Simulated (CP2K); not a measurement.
Two runs for the O K edge of 2-nitrosopyrrole. Run A: CP2K XAS_TDP, all-electron GAPW, PBEh(45%), aug-cc-pVDZ, TDA, no relativity. Run B differs in one setting.

First lines with a strength over 0.0015. A:

```csv
atom,energy (eV),states,"strength, one atom"
O1 (bonded to N),525.71,1,0.0440
,533.25,1,0.0016
,533.77,1,0.0060
,533.87,1,0.0016
,534.31,1,0.0040
```

B:

```csv
atom,energy (eV),states,"strength, one atom"
O1 (bonded to N),529.94,1,0.0436
,537.49,1,0.0016
,538.01,1,0.0059
,538.11,1,0.0015
,538.54,1,0.0040
```

Question: Which was it: the basis, scalar relativity switched on, GW2X switched on, the functional?

GW2X switched on. GW2X shifts an atom's lines together and keeps their spacings. Against PBEh(45%) in aug-cc-pVDZ, the leading line moves by +4.23 eV, to 529.94 eV.

[Banner, clock and machine lines of the logs are left out without a mark of their own.]

[Logs are printed without paths, hosts, clocks, repeated set-up lines and the standing remarks that a program may print on its own settings, such as how far it seeks lower states.]

[Hosts, paths, dates, database ids (printed as entryN), source tags and the programs' standing remarks are cut or masked in the printed files.]
